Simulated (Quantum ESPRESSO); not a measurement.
**How biaxial strain moves the moments of FeClO**

How does biaxial strain change the magnetic state of FeClO?

Calculated with Quantum ESPRESSO 7.5; LDA with U = 4.5 eV on Fe d (ortho-atomic projectors); plane waves with GBRV 1.5 LDA potentials, no spin-orbit coupling.

## (1) Starting point

Symmetry: Pmmn, No. 59, orthorhombic system. The conventional cell has a = 3.302 Å, b = 3.780 Å, c = 7.917 Å, α = 90.00°, β = 90.00°, γ = 90.00°. Nearest to Fe lie 4 O at 1.96 to 2.10 Å and 2 Cl at 2.37 Å. Nearest to Cl lie 2 Fe at 2.37 Å. O has 4 Fe at 1.96 to 2.10 Å nearest. Farther neighbours and most contacts between anions are not listed.

The cell comes from the Crystallography Open Database.

## (2) Biaxial 0.94, ferro ++

Lengths in the Cartesian xy plane scale by the factor; z is kept. Atoms keep their fractional places. Seeded atoms are those given a starting moment.

pw.in

```
&CONTROL
  calculation = 'scf'
  prefix = 'pwscf'
  outdir = './tmp'
  pseudo_dir = './pseudo'
  disk_io = 'nowf'
  tprnfor = .true.
  tstress = .true.
/
&SYSTEM
  ibrav = 0
  celldm(1) = 8
  nat = 6
  ntyp = 3
  ecutwfc = 40
  ecutrho = 280
  nbnd = 43
  occupations = 'smearing'
  smearing = 'fd'
  degauss = 0.00734986
  nspin = 2
  starting_magnetization(1) = 0.25
  starting_magnetization(2) = 0
  starting_magnetization(3) = 0
/
&ELECTRONS
  conv_thr = 1.2d-08
  electron_maxstep = 150
  mixing_beta = 0.3
/
ATOMIC_SPECIES
Fe     55.8450 fe_lda_v1.5.uspp.F.UPF
Cl     35.4500 cl_lda_v1.4.uspp.F.UPF
O      15.9990 o_lda_v1.2.uspp.F.UPF
CELL_PARAMETERS alat
   0.7331853904629    0.0000000000000    0.0000000000000
   0.0000000000000    0.8393218582525    0.0000000000000
   0.0000000000000    0.0000000000000    1.8701202160828
ATOMIC_POSITIONS crystal
Fe      0.5000000000    0.0000000000    0.1156800000
Fe      0.0000000000    0.5000000000    0.8843200000
Cl      0.0000000000    0.0000000000    0.3300300000
Cl      0.5000000000    0.5000000000    0.6699700000
O       0.0000000000    0.0000000000    0.9516800000
O       0.5000000000    0.5000000000    0.0483200000
K_POINTS automatic
6 6 6 0 0 0
HUBBARD {ortho-atomic}
U Fe-3d 4.5000
```

Started as:

```bash
> OMP_NUM_THREADS=1 mpirun -n 4 pw.x -nk 4 -in pw.in > pw.out
```

Output:

```text
Program PWSCF v.7.5 starts

     Message from routine setup:
     using ibrav=0 with symmetry is DISCOURAGED, use correct ibrav instead

     K-points division:     npool     =       4
     Subspace diagonalization in iterative solution of the eigenvalue problem:

     bravais-lattice index     =            0
     lattice parameter (alat)  =       8.0000  a.u.
     unit-cell volume          =     589.2259 (a.u.)^3
     number of atoms/cell      =            6
     number of atomic types    =            3
     number of electrons       =        58.00
     number of Kohn-Sham states=           43
     kinetic-energy cutoff     =      40.0000  Ry
     charge density cutoff     =     280.0000  Ry
     scf convergence threshold =      1.2E-08
     mixing beta               =       0.3000
     number of iterations used =            8  plain     mixing
     Exchange-correlation= SLA  PZ   NOGX NOGC
                           (   1   1   0   0   0   0   0)
     Hubbard projectors: ortho-atomic
     Hubbard parameters of DFT+U (Dudarev formulation) in eV:
     U(Fe-3d) =  4.5000

     Internal variables: lda_plus_u =T, lda_plus_u_kind = 0

     Internal variables: orbital_resolved =F, hub_pot_fix =F, apply_U = F

     celldm(1)=   8.000000  celldm(2)=   0.000000  celldm(3)=   0.000000
     celldm(4)=   0.000000  celldm(5)=   0.000000  celldm(6)=   0.000000

     crystal axes: (cart. coord. in units of alat)
               a(1) = (   0.733185   0.000000   0.000000 )
               a(2) = (   0.000000   0.839322   0.000000 )
               a(3) = (   0.000000   0.000000   1.870120 )

     reciprocal axes: (cart. coord. in units 2 pi/alat)
               b(1) = (  1.363912  0.000000  0.000000 )
               b(2) = (  0.000000  1.191438  0.000000 )
               b(3) = (  0.000000  0.000000  0.534725 )

     PseudoPot. # 1 for Fe read from file:
     fe_lda_v1.5.uspp.F.UPF
     Pseudo is Ultrasoft + core correction, Zval = 16.0

     PseudoPot. # 2 for Cl read from file:
     cl_lda_v1.4.uspp.F.UPF
     Pseudo is Ultrasoft + core correction, Zval =  7.0

     PseudoPot. # 3 for O  read from file:
     o_lda_v1.2.uspp.F.UPF
     Pseudo is Ultrasoft + core correction, Zval =  6.0

     atomic species   valence    mass     pseudopotential
     Fe               16.00    55.84500     Fe( 1.00)
     Cl                7.00    35.45000     Cl( 1.00)
     O                 6.00    15.99900     O ( 1.00)

     Starting magnetic structure
     atomic species   magnetization
     Fe              0.250
     Cl              0.000
     O               0.000

      8 Sym. Ops., with inversion, found ( 4 have fractional translation)

   Cartesian axes

     site n.     atom                  positions (alat units)
         1        Fe     tau(   1) = (   0.3665927   0.0000000   0.2163355  )
         2        Fe     tau(   2) = (   0.0000000   0.4196609   1.6537847  )
         3        Cl     tau(   3) = (   0.0000000   0.0000000   0.6171958  )
         4        Cl     tau(   4) = (   0.3665927   0.4196609   1.2529244  )
         5        O      tau(   5) = (   0.0000000   0.0000000   1.7797560  )
         6        O      tau(   6) = (   0.3665927   0.4196609   0.0903642  )

     number of k points=    64  Fermi-Dirac smearing, width (Ry)=  0.0073
                       cart. coord. in units 2pi/alat
        k(    1) = (   0.0000000   0.0000000   0.0000000), wk =   0.0046296
        k(    2) = (   0.0000000   0.0000000   0.0891208), wk =   0.0092593
        k(    3) = (   0.0000000   0.0000000   0.1782417), wk =   0.0092593
        k(    4) = (   0.0000000   0.0000000  -0.2673625), wk =   0.0046296
        k(    5) = (   0.0000000   0.1985730   0.0000000), wk =   0.0092593
        [... 59 further k-points ...]

     Dense  grid:    46603 G-vectors     FFT dimensions: (  32,  36,  80)

     Smooth grid:    20113 G-vectors     FFT dimensions: (  24,  30,  64)

     Check: negative core charge=   -0.000027
     Generating pointlists ...
     new r_m :   0.1807 (alat units)  1.4459 (a.u.) for type    1
     new r_m :   0.2241 (alat units)  1.7926 (a.u.) for type    2
     new r_m :   0.1807 (alat units)  1.4459 (a.u.) for type    3

     Initial potential from superposition of free atoms

     starting charge      56.0000, renormalised to      58.0000

     negative rho (up, down):  1.486E-02 1.500E-02

     STARTING HUBBARD OCCUPATIONS:

     =================== HUBBARD OCCUPATIONS ===================
     ------------------------ ATOM    1 ------------------------
     Tr[ns(  1)] (up, down, total) =   5.00000  0.00000  5.00000
     Atomic magnetic moment for atom   1 =   5.00000
     [... lines left out ...]
     ------------------------ ATOM    2 ------------------------
     Tr[ns(  2)] (up, down, total) =   5.00000  0.00000  5.00000
     Atomic magnetic moment for atom   2 =   5.00000
     [... lines left out ...]
     Number of occupied Hubbard levels =   10.0000

     Atomic wfc used for Hubbard projectors are orthogonalized

     Starting wfcs are   42 randomized atomic wfcs +    1 random wfcs

     Self-consistent Calculation

     iteration #  1     ecut=    40.00 Ry     beta= 0.30
     Davidson diagonalization with overlap
     ethr =  1.00E-02,  avg # of iterations =  5.6

     =================== HUBBARD OCCUPATIONS ===================
     ------------------------ ATOM    1 ------------------------
     Tr[ns(  1)] (up, down, total) =   4.93634  0.42313  5.35946
     Atomic magnetic moment for atom   1 =   4.51321
     [... lines left out ...]
     ------------------------ ATOM    2 ------------------------
     Tr[ns(  2)] (up, down, total) =   4.93634  0.42313  5.35946
     Atomic magnetic moment for atom   2 =   4.51321
     [... lines left out ...]
     Number of occupied Hubbard levels =   10.7189

     negative rho (up, down):  1.462E-02 1.449E-02

     total energy              =    -631.23986620 Ry
     estimated scf accuracy    <       1.56034168 Ry

     total magnetization       =    10.00 Bohr mag/cell
     absolute magnetization    =    10.00 Bohr mag/cell

     iteration #  2     ecut=    40.00 Ry     beta= 0.30
     Davidson diagonalization with overlap
     ethr =  2.69E-03,  avg # of iterations =  2.3

     negative rho (up, down):  1.452E-02 1.418E-02

     total energy              =    -631.53970891 Ry
     estimated scf accuracy    <       0.09604349 Ry

     total magnetization       =     9.89 Bohr mag/cell
     absolute magnetization    =     9.89 Bohr mag/cell

     [... further iterations left out ...]

     iteration # 11     ecut=    40.00 Ry     beta= 0.30
     Davidson diagonalization with overlap
     ethr =  2.52E-10,  avg # of iterations =  4.8

     negative rho (up, down):  1.434E-02 1.341E-02

     total energy              =    -631.56405529 Ry
     estimated scf accuracy    <       0.00000011 Ry

     total magnetization       =    10.00 Bohr mag/cell
     absolute magnetization    =    10.00 Bohr mag/cell

     iteration # 12     ecut=    40.00 Ry     beta= 0.30
     Davidson diagonalization with overlap
     ethr =  1.91E-10,  avg # of iterations =  1.7

     negative rho (up, down):  1.434E-02 1.341E-02

     Magnetic moment per site  (integrated on atomic sphere of radius R)
     atom   1 (R=0.181)  charge= 12.6626  magn=  3.7663
     atom   2 (R=0.181)  charge= 12.6626  magn=  3.7663
     atom   3 (R=0.224)  charge=  4.9713  magn=  0.2160
     atom   4 (R=0.224)  charge=  4.9713  magn=  0.2160
     atom   5 (R=0.181)  charge=  5.2364  magn=  0.4116
     atom   6 (R=0.181)  charge=  5.2364  magn=  0.4116

     End of self-consistent calculation

     =================== HUBBARD OCCUPATIONS ===================
     ------------------------ ATOM    1 ------------------------
     Tr[ns(  1)] (up, down, total) =   4.97210  0.79868  5.77078
     Atomic magnetic moment for atom   1 =   4.17342
     [... lines left out ...]
     ------------------------ ATOM    2 ------------------------
     Tr[ns(  2)] (up, down, total) =   4.97210  0.79868  5.77078
     Atomic magnetic moment for atom   2 =   4.17342
     [... lines left out ...]
     Number of occupied Hubbard levels =   11.5416

     Number of k-points >= 100: set verbosity='high' to print the bands.

     the Fermi energy is     7.9075 ev

!    total energy              =    -631.56405531 Ry
     estimated scf accuracy    <          3.8E-09 Ry
     smearing contrib. (-TS)   =      -0.00021353 Ry
     internal energy E=F+TS    =    -631.56384178 Ry

     The total energy is F=E-TS. E is the sum of the following terms:
     one-electron contribution =    -677.58256922 Ry
     hartree contribution      =     359.91507629 Ry
     xc contribution           =     -91.23804935 Ry
     ewald contribution        =    -222.87744605 Ry
     Hubbard energy            =       0.21914656 Ry

     total magnetization       =    10.00 Bohr mag/cell
     absolute magnetization    =    10.00 Bohr mag/cell

     convergence has been achieved in  12 iterations

     negative rho (up, down):  1.434E-02 1.341E-02

     Forces acting on atoms (cartesian axes, Ry/au):

     atom    1 type  1   force =     0.00000000    0.00000000    0.04003179
     atom    2 type  1   force =     0.00000000    0.00000000   -0.04003179
     atom    3 type  2   force =     0.00000000    0.00000000    0.02442213
     atom    4 type  2   force =     0.00000000    0.00000000   -0.02442213
     atom    5 type  3   force =     0.00000000    0.00000000   -0.00296206
     atom    6 type  3   force =     0.00000000    0.00000000    0.00296206

     Total force =     0.066449     Total SCF correction =     0.000213

     Computing stress (Cartesian axis) and pressure

     negative rho (up, down):  1.434E-02 1.341E-02
          total   stress  (Ry/bohr**3)                   (kbar)     P=      169.18
   0.00108340   0.00000000   0.00000000          159.37        0.00        0.00
   0.00000000   0.00173351   0.00000000            0.00      255.01        0.00
   0.00000000   0.00000000   0.00063333            0.00        0.00       93.17

=------------------------------------------------------------------------------=
   JOB DONE.
=------------------------------------------------------------------------------=
```

Elapsed: 1.8 min, on 4 MPI ranks of Arm Neoverse V1, shared host; peak memory 0.71 GiB; 7 min of CPU time.

Spin moment in the atom's sphere by atom:

| atom | spin moment in the atom's sphere (μB) |
| --- | --- |
| Fe1 | 3.77 |
| Fe2 | 3.77 |
| Cl3 | 0.22 |
| Cl4 | 0.22 |
| O5 | 0.41 |
| O6 | 0.41 |

This step gave:

```
smearing term TS       : 0.002905 eV
pressure               : 16.92 GPa
magnetization          : 9.996 μB
absolute magnetization : 9.998 μB
final state            : ferromagnetic
```

## (3) Biaxial 0.94, antiferro +-

pw.in: that of step 2 with these lines changed.

```diff
@@ -13,6 +13,6 @@
   nat = 6
-  ntyp = 3
+  ntyp = 4
   ecutwfc = 40
   ecutrho = 280
-  nbnd = 43
+  nbnd = 39
   occupations = 'smearing'
@@ -22,4 +22,5 @@
   starting_magnetization(1) = 0.25
-  starting_magnetization(2) = 0
+  starting_magnetization(2) = -0.25
   starting_magnetization(3) = 0
+  starting_magnetization(4) = 0
 /
@@ -31,3 +32,4 @@
 ATOMIC_SPECIES
-Fe     55.8450 fe_lda_v1.5.uspp.F.UPF
+Fe1    55.8450 fe_lda_v1.5.uspp.F.UPF
+Fe2    55.8450 fe_lda_v1.5.uspp.F.UPF
 Cl     35.4500 cl_lda_v1.4.uspp.F.UPF
@@ -39,4 +41,4 @@
 ATOMIC_POSITIONS crystal
-Fe      0.5000000000    0.0000000000    0.1156800000
-Fe      0.0000000000    0.5000000000    0.8843200000
+Fe1     0.5000000000    0.0000000000    0.1156800000
+Fe2     0.0000000000    0.5000000000    0.8843200000
 Cl      0.0000000000    0.0000000000    0.3300300000
@@ -48,2 +50,3 @@
 HUBBARD {ortho-atomic}
-U Fe-3d 4.5000
+U Fe1-3d 4.5000
+U Fe2-3d 4.5000
```

Output:

```text
     [... lines left out ...]
Program PWSCF v.7.5 starts
     [... lines left out ...]
     number of atoms/cell      =            6
     [... lines left out ...]
     number of electrons       =        58.00
     number of Kohn-Sham states=           39
     kinetic-energy cutoff     =      40.0000  Ry
     charge density cutoff     =     280.0000  Ry
     scf convergence threshold =      1.2E-08
     [... lines left out ...]
      4 Sym. Ops. (no inversion) found
     [... lines left out ...]
     number of k points=    64  Fermi-Dirac smearing, width (Ry)=  0.0073
     [... lines left out ...]
     iteration # 13     ecut=    40.00 Ry     beta= 0.30
     [... lines left out ...]
     Magnetic moment per site  (integrated on atomic sphere of radius R)
     atom   1 (R=0.181)  charge= 12.6711  magn=  3.7171
     atom   2 (R=0.181)  charge= 12.6711  magn= -3.7171
     atom   3 (R=0.224)  charge=  4.9697  magn=  0.1881
     atom   4 (R=0.224)  charge=  4.9697  magn= -0.1881
     atom   5 (R=0.181)  charge=  5.2268  magn= -0.0324
     atom   6 (R=0.181)  charge=  5.2268  magn=  0.0324
     [... lines left out ...]
     Tr[ns(  1)] (up, down, total) =   4.95995  0.83202  5.79197
     [... lines left out ...]
     Tr[ns(  2)] (up, down, total) =   0.83202  4.95995  5.79196
     [... lines left out ...]
     the Fermi energy is     7.9109 ev
!    total energy              =    -631.57803538 Ry
     estimated scf accuracy    <          1.7E-09 Ry
     smearing contrib. (-TS)   =      -0.00009166 Ry
     [... lines left out ...]
     total magnetization       =    -0.00 Bohr mag/cell
     absolute magnetization    =     9.02 Bohr mag/cell
     convergence has been achieved in  13 iterations
     [... lines left out ...]
     Total force =     0.081507     Total SCF correction =     0.000176
     [... lines left out ...]
          total   stress  (Ry/bohr**3)                   (kbar)     P=      157.64
     [... lines left out ...]
```

Elapsed: 97 s, on 4 MPI ranks; peak memory 0.71 GiB; 6.4 min of CPU time.

Spin moment in the atom's sphere by atom:

| atom | spin moment in the atom's sphere (μB) |
| --- | --- |
| Fe1 | 3.72 |
| Fe2 | -3.72 |
| Cl3 | 0.19 |
| Cl4 | -0.19 |
| O5 | -0.03 |
| O6 | 0.03 |

This step gave:

```yaml
smearing_term_ts: 0.001247 eV
pressure: 15.76 GPa
magnetization: 0 μB
absolute_magnetization: 9.016 μB
final_state: antiferromagnetic
```

(Continued in part 2 of 2.)

[Logs and program files are shortened in this print: banners, set-up blocks, solver, clock and traceback lines can be left out without a mark of their own.]

[Logs are printed without paths, hosts, clocks, repeated set-up lines and the standing remarks that a program may print on its own settings, such as how far it seeks lower states.]

[Hosts, paths, dates, database ids (printed as entryN), source tags and the programs' standing remarks are cut or masked in the printed files.]

[Where a cell is said to come from a database of computed structures, the database is the Materials Project.]
